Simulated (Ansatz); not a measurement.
# How fast states decay through AsPbBrO2, part 3 of 3

Wanted: the relaxed cell of AsPbBrO2, its band edges and its decay constants. It is built by putting As for Bi in the BiPbBrO2 structure of space group I4mm, with the volume rescaled by atomic radii. The parent structure comes from the Materials Project.

Ansatz 0.2.0; PBE DFT, plane waves, PAW files (the session's first sound run).

So far, gap on path (eV): step 3 (band edges, PBE) 0.904; step 7 (r2SCAN, cutoff 500 eV) 1.06.

The structure was built from a prototype and need not be the compound's stable phase.

## Step 9: The same cell, other settings: output.transmission.temperature = 77.0

This step: PBE DFT, plane waves, PAW files; complex bands by layer matching along the plane's normal; changed: output.transmission.temperature = 77.0 (Ansatz 0.2.0).

This run repeats an earlier one, its twin (the complex run, plane (110)), with one setting changed (output.transmission.temperature; files written aside). It is meant to test how the leads' temperature enters. Where the input is shown as a difference, that is against the step before, not the twin.

input.yaml

```yaml
crystal:
  lattice:
    - [5.353802945, 0.0, 0.0]
    - [2.676901472, 6.732096136, 0.0]
    - [2.676901472, 0.0, 2.676901472]
  atoms:
    - { symbol: As, position: [0.6793011734, 0.6413976532, 0.0] }
    - { symbol: Pb, position: [0.3566359053, 0.2867281894, 0.0] }
    - { symbol: Br, position: [0.9912461111, 0.0175077778, 0.0] }
    - { symbol: O, position: [0.7364089051, 0.5271821898, 0.5] }
    - { symbol: O, position: [0.2364089051, 0.5271821898, 0.5] }
kpoints:
  mp_grid: { grid: [8, 8, 8] }
scf:
  occupations: { method: fixed }
hamiltonian:
  xc: pbe
output:
  eigenvalues: true
  transmission:
    leads: [[0, 0]]
    kpoints: [[0.0, 0.0], [0.0, -0.5]]
    e_range: [-1.0, 1.9]
    de: 0.06
    temperature: 77.0
```

Started as:

```bash
$ ansatz run input.yaml --threads 2 --pin off --max-ram 4096MiB --backend cpu --events-out ev --progress --plain --runs-dir out
```

It took 70 s on 2 threads of Arm Neoverse V2, shared host; peak memory 0.85 GiB; 2 min of CPU time.

Numbers from this step:

| Item | Value |
| --- | --- |
| free energy | -20680.2844 eV |
| Fermi energy | 6.940 eV |
| gap on the k-mesh | 0.9174 eV |
| level to which the leads are filled | 0.4587 eV from the Fermi level |
| decay constant at the filling level, zone centre | 0.2087 Å⁻¹ |
| decay constant at the filling level, slowest listed point | 0.1957 Å⁻¹ |

K parallel (0, 0); values up to 1.5 1/Å, a degenerate pair printed once or twice; energies at which all values exceed this have no row. The Im kz of the slowest decaying states by energy, zero at the highest filled level on the SCF mesh:

```
energy (eV)  decay 1 (Å⁻¹)  decay 2 (Å⁻¹)  decay 3 (Å⁻¹)  decay 4 (Å⁻¹)
      -1.00         0.0788          0.242          0.359          0.488
      -0.88          0.103          0.122          0.259          0.396
      -0.76          0.171          0.233          0.274          0.438
      -0.64          0.203          0.287          0.303          0.483
      -0.52          0.226          0.300          0.354          0.529
      -0.40          0.242          0.311          0.392          0.549
      -0.28          0.118          0.255          0.320          0.423
      -0.22          0.149          0.260          0.325          0.437
      -0.10         0.0156          0.190          0.267          0.333
       0.02          0.113          0.216          0.273          0.340
       0.14          0.155          0.235          0.277          0.346
       0.26          0.182          0.249          0.281          0.351
       0.38          0.201          0.259          0.284          0.355
       0.50          0.215          0.267          0.286          0.358
       0.62          0.224          0.272          0.287          0.361
       0.74          0.229          0.275          0.288          0.363
       0.86          0.230          0.277          0.287          0.363
       0.98          0.227          0.277          0.285          0.363
       1.10          0.220          0.275          0.281          0.362
       1.16          0.215          0.273          0.279          0.361
       1.28          0.199          0.269          0.274          0.358
       1.40          0.174          0.263          0.267          0.354
       1.52          0.128          0.255          0.260          0.348
       1.64          0.245          0.251          0.339          0.577
       1.76         0.0675          0.232          0.243          0.324
       1.88          0.216          0.238          0.253          0.277
```

K parallel (0, -0.5); values up to 1.5 1/Å, a degenerate pair printed once or twice; energies at which all values exceed this have no row. The Im kz of the slowest decaying states by energy, zero at the highest filled level on the SCF mesh:

```
energy (eV)  decay 1 (Å⁻¹)  decay 2 (Å⁻¹)  decay 3 (Å⁻¹)  decay 4 (Å⁻¹)
      -1.00          0.105          0.225          0.270          0.367
      -0.88          0.145          0.250          0.285          0.403
      -0.76          0.041          0.134          0.167          0.270
      -0.64         0.0474          0.180          0.218          0.285
      -0.52          0.186          0.271          0.298          0.318
      -0.40          0.184          0.308          0.312          0.327
      -0.28          0.128          0.173          0.316          0.334
      -0.22          0.162          0.162          0.320          0.338
      -0.10          0.156          0.207          0.325          0.343
       0.02          0.111          0.189          0.237          0.329
       0.14          0.147          0.211          0.259          0.332
       0.26          0.171          0.225          0.276          0.333
       0.38          0.188          0.234          0.289          0.334
       0.50          0.202          0.239          0.299          0.333
       0.62          0.213          0.239          0.308          0.331
       0.74          0.223          0.233          0.315          0.328
       0.86          0.231          0.237          0.262          0.321
       0.98          0.238          0.318          0.320          0.325
       1.10          0.246          0.312          0.328          0.342
       1.16          0.250          0.308          0.329          0.349
       1.28          0.260          0.300          0.331          0.362
       1.40          0.272          0.290          0.332          0.371
       1.52          0.278          0.286          0.332          0.379
       1.64          0.265          0.299          0.331          0.384
       1.76          0.249          0.313          0.329          0.389
       1.88          0.230          0.325          0.326          0.392
```

K parallel (0, -0.5). The Re kz of states that move upwards by energy, zero at the highest filled level on the SCF mesh:

```
energy (eV)  channel 1 (Å⁻¹)  channel 2 (Å⁻¹)  channel 3 (Å⁻¹)  channel 4 (Å⁻¹)
     -1.000           -0.782           -0.248          -0.0984            0.554
     -0.820           -0.744            0.727                -                -
     -0.580           -0.690            0.920                -                -
     -0.400           -0.643           0.0918             1.08                -
     -0.220           -0.582            0.203                -                -
      0.020                -                -                -                -
      0.200                -                -                -                -
      0.380                -                -                -                -
      0.620                -                -                -                -
      0.800                -                -                -                -
      0.980            0.158                -                -                -
      1.220            0.323                -                -                -
      1.400            0.408                -                -                -
      1.580            0.477                -                -                -
      1.820            0.548                -                -                -
```

The temperature enters the conductance and not T(E) itself. No conductance was computed here for it to change.

## Step 10: Outcome

| Item | Value |
| --- | --- |
| band gap | 0.904 eV |
| least decay constant at mid-gap, normal to (110) | 0.196 Å⁻¹ |
| least decay constant at mid-gap, normal to (001) | 0.152 Å⁻¹ |
| least decay constant on a mesh, normal to (110) | 0.197 Å⁻¹ |
| least decay constant, r2SCAN | 0.213 Å⁻¹ |

**Reading.** With PBE, the slowest decay at the wavevectors tried is κ = 0.152 Å⁻¹, normal to (001). Through such a film the transmission near mid-gap falls as exp(−2κd), a factor of ten every 7.6 Å. The decay depends on direction: 1.3 times faster normal to (110). A free electron under a barrier of half the gap would need a mass of 0.20 mₑ to decay at this rate. With r2SCAN the gap goes from 0.904 to 1.06 eV and the decay constant, over the first 2 listed wavevectors, from 0.196 to 0.213 Å⁻¹. The compound is made up by substitution; its stability against other phases and against distortions of the cell's symmetry was not tested. A semilocal functional narrows gaps, while spin-orbit coupling, left out here, narrows them in compounds of heavy elements, so the error in κ can go either way.

[Logs are printed without paths, hosts, clocks, repeated set-up lines and the standing remarks that a program may print on its own settings, such as how far it seeks lower states.]

[Hosts, paths, dates, database ids (printed as entryN), source tags and the programs' standing remarks are cut or masked in the printed files.]
